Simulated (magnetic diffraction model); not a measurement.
## Cs2LiFeBr6 below its ordering temperature

Space group Fm-3m (no. 225), a = 11.1430 Å.

```
site  atom    x    y       z
  8c    Cs  1/4  3/4     3/4
 24e    Br    0    0  0.7564
  4a    Fe    0    0       0
  4b    Li  1/2    0       0
```

The compound is invented for this exercise: a known structure type with other elements, its cell scaled to their sizes and not relaxed.

Only Fe is taken to order (form factors of Fe3+); orders and moment sizes are assumed, and not adapted to the symmetry. Radiation: neutrons of λ = 2.41 Å, 8° to 100°; isotropic B of 0.51 Å² (Cs), 0.74 Å² (Br), 0.59 Å² (Fe) and 0.9 Å² (Li). The intensities are simulated: I ∝ L Σ (|F_N|² + |F_M⊥|²) for unpolarised neutrons, with F_M = 2.695 fm/μB × Σ f(s) S exp(2πi Q·r) exp(−B s²) at Q = H ± k (one set where k and −k are equivalent), only the part normal to Q counting and L = 1/(sin²θ cos θ). For collinear order S is the moment m, which repeats by lattice and centring translations R with the sign exp(−2πi k·R). Form factors are spin-only for 3d ions and dipole or tabulated for f ions, scattering lengths are Sears's of 1992, and absorption is left out. A label names one of the reflections at its angle. The strongest nuclear line in the range is 100, and lines under 0.2 are left out.

Above the ordering temperature:

```csv
2θ (°),index,I
21.59,(1 1 1),30.2
24.98,(2 0 0),10.8
35.62,(2 2 0),2.5
42.04,(3 1 1),17.6
44.00,(2 2 2),89.1
51.26,(4 0 0),92.1
56.25,(3 3 1),6.8
57.84,(4 2 0),8.8
63.98,(4 2 2),1.8
68.38,(5 1 1),16.2
75.43,(4 4 0),100.0
79.55,(5 3 1),18.2
80.91,(6 0 0),6.6
86.30,(6 2 0),1.5
90.33,(5 3 3),5.5
91.67,(6 2 2),87.0
97.05,(4 4 4),50.5
```

Below it (cell unchanged):

```tsv
2θ (°)	I
21.59	47.8
24.98	20.4
35.62	11.1
42.04	29.1
44.00	92.5
51.26	93.9
56.25	12.1
57.84	13.8
63.98	5.5
68.38	20.3
75.43	101.2
79.55	22.1
80.91	9.0
86.30	3.1
90.33	6.8
91.67	88.3
97.05	50.9
```

**Question.** Find the propagation vector, then choose among these models:
A. collinear moments along [110], 4.74 μB on Fe
B. collinear moments along [101], 4.74 μB on Fe
C. collinear moments along [001], 4.74 μB on Fe

No line moves, and magnetic intensity falls on nuclear lines such as the one at 21.59°, so the magnetic cell equals the chemical primitive cell: k = 0.

Magnetic intensity, observed (below minus above) and for each model:

| 2θ (°) | index | observed | A | B | C |
| --- | --- | --- | --- | --- | --- |
| 35.62 | (2 2 0) | 8.6 | 8.6 | 8.6 | 8.6 |
| 42.04 | (3 1 1) | 11.5 | 11.5 | 11.5 | 11.5 |
| 44.00 | (2 2 2) | 3.4 | 3.4 | 3.4 | 3.4 |
| 68.38 | (5 1 1) | 4.1 | 4.1 | 4.1 | 4.1 |
| 75.43 | (4 4 0) | 1.1 | 1.1 | 1.1 | 1.1 |
| 79.55 | (5 3 1) | 3.9 | 3.9 | 3.9 | 3.9 |
| 80.91 | (6 0 0) | 2.3 | 2.3 | 2.3 | 2.3 |
| 90.33 | (5 3 3) | 1.4 | 1.4 | 1.4 | 1.4 |

Models A, B and C match alike on every line, so these data can't choose among them (such ties are often domains of one structure): a powder sees only the angle between collinear moments and the unique axis of a uniaxial spin configuration, and no direction at all where the configuration is cubic.

The structure used: k = (0 0 0), collinear moments along [001], 4.74 μB on Fe.

[Logs are printed without paths, hosts, clocks, repeated set-up lines and the standing remarks that a program may print on its own settings, such as how far it seeks lower states.]
